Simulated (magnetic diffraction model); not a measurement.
## Which magnetic order? NdPd₂Pb₂

Space group I4/mmm (no. 139), a = 4.7820 Å, c = 11.0160 Å.

```
site  atom    x  y       z
  4e    Pb    0  0  0.3757
  2a    Nd    0  0       0
  4d    Pd  1/2  0     1/4
```

The compound is invented for this exercise: a known structure type with other elements, its cell scaled to their sizes and not relaxed.

Only Nd is taken to order (form factors of Nd3+); orders and moment sizes are assumed, and not adapted to the symmetry. Radiation: neutrons of λ = 2.52 Å, 3° to 90°; isotropic B of 0.15 Å² (Pb), 0.2 Å² (Nd) and 0.14 Å² (Pd). The intensities are simulated: I ∝ L Σ (|F_N|² + |F_M⊥|²) for unpolarised neutrons, with F_M = 2.695 fm/μB × Σ f(s) S exp(2πi Q·r) exp(−B s²) at Q = H ± k (one set where k and −k are equivalent), only the part normal to Q counting and L = 1/(sin²θ cos θ). For a modulated order the moment at position r is S exp(−2πi k·r) + c.c., with S = m/2 for a sine wave of amplitude m and S = m(u + iv)/2 for moments turning in a plane, u and v being orthogonal unit vectors in it; the phase factor of the sum at Q = H + k is then exp(2πi H·r). Form factors are spin-only for 3d ions and dipole or tabulated for f ions, scattering lengths are Sears's of 1992, and absorption is left out. A label names one of the reflections at its angle. The strongest nuclear line in the range is 100, and lines under 0.2 are left out.

Above the ordering temperature:

```
2θ (°)    index      I
 26.45  (0 0 2)    2.5
 33.39  (1 0 1)   13.2
 43.76  (1 1 0)   27.0
 51.27  (1 0 3)   82.8
 51.86  (1 1 2)   72.7
 63.60  (2 0 0)  100.0
 70.13  (2 0 2)    1.9
 72.32  (1 1 4)   60.1
 73.77  (2 1 1)    7.2
 78.05  (1 0 5)   46.9
 85.97  (2 1 3)   81.0
 86.67  (0 0 6)    0.5
```

Below it (cell unchanged):

```csv
2θ (°),I
23.67,3.5
26.45,2.5
29.24,2.3
32.36,4.2
33.39,13.2
34.61,4.0
43.76,27.0
43.85,2.1
48.93,2.7
50.34,1.9
51.27,82.8
51.42,0.8
51.86,72.7
53.50,1.9
53.70,2.3
57.53,0.6
63.60,100.0
63.67,1.0
68.87,1.0
69.77,1.3
70.13,1.9
71.51,1.0
72.32,60.1
73.19,1.6
73.77,7.2
74.48,1.6
74.93,1.4
74.98,1.2
78.05,46.9
81.27,1.2
83.00,0.3
84.17,1.5
85.97,81.0
86.09,0.8
86.67,0.5
87.90,1.5
```

**Question.** Find the propagation vector, then choose among these models:
A. a sine wave with moments along [010] (amplitudes given), 3.2 μB on Nd
B. moments turning in the plane of [100] and [010], 3.2 μB on Nd
C. a sine wave with moments along [001] (amplitudes given), 3.2 μB on Nd
D. a sine wave with moments along [100] (amplitudes given), 3.2 μB on Nd

The new lines index as (0 0 1.793) at 23.67°, (0 0 2.207) at 29.24°, (1 0 0.793) at 32.36° and (1 0 1.207) at 34.61°, that is as H ± k with k = (0 0 0.207). Satellites come in pairs about each point of the reciprocal lattice. Below the range, at 2.71°, lies the magnetic line (0 0 0.207) with 270.

Magnetic intensity, observed (below minus above) and for each model:

| 2θ (°) | index | observed | A | B | C | D |
| --- | --- | --- | --- | --- | --- | --- |
| 23.67 | (0 0 1.793) | 3.5 | 3.5 | 7.1 | <0.2 | 3.5 |
| 29.24 | (0 0 2.207) | 2.3 | 2.3 | 4.7 | <0.2 | 2.3 |
| 32.36 | (1 0 0.793) | 4.2 | 4.2 | 8.4 | 6.8 | 4.2 |
| 34.61 | (1 0 1.207) | 4.0 | 4.0 | 8.1 | 5.2 | 4.0 |
| 48.93 | (1 0 2.793) | 2.7 | 2.7 | 5.3 | 1.4 | 2.7 |
| 53.70 | (1 0 3.207) | 2.3 | 2.3 | 4.6 | 0.9 | 2.3 |
| 74.93 | (1 0 4.793) | 1.4 | 1.4 | 2.7 | 0.3 | 1.4 |
| 81.27 | (1 0 5.207) | 1.2 | 1.2 | 2.4 | 0.2 | 1.2 |

Models A and D match alike on every line, so these data can't choose among them (such ties are often domains of one structure). Model B has the same shape and would fit too with moments 0.71 times as large, so only the size of the moment sets it apart.

The structure used: k = (0 0 0.207), a sine wave with moments along [010] (amplitudes given), 3.2 μB on Nd.

[Logs are printed without paths, hosts, clocks, repeated set-up lines and the standing remarks that a program may print on its own settings, such as how far it seeks lower states.]
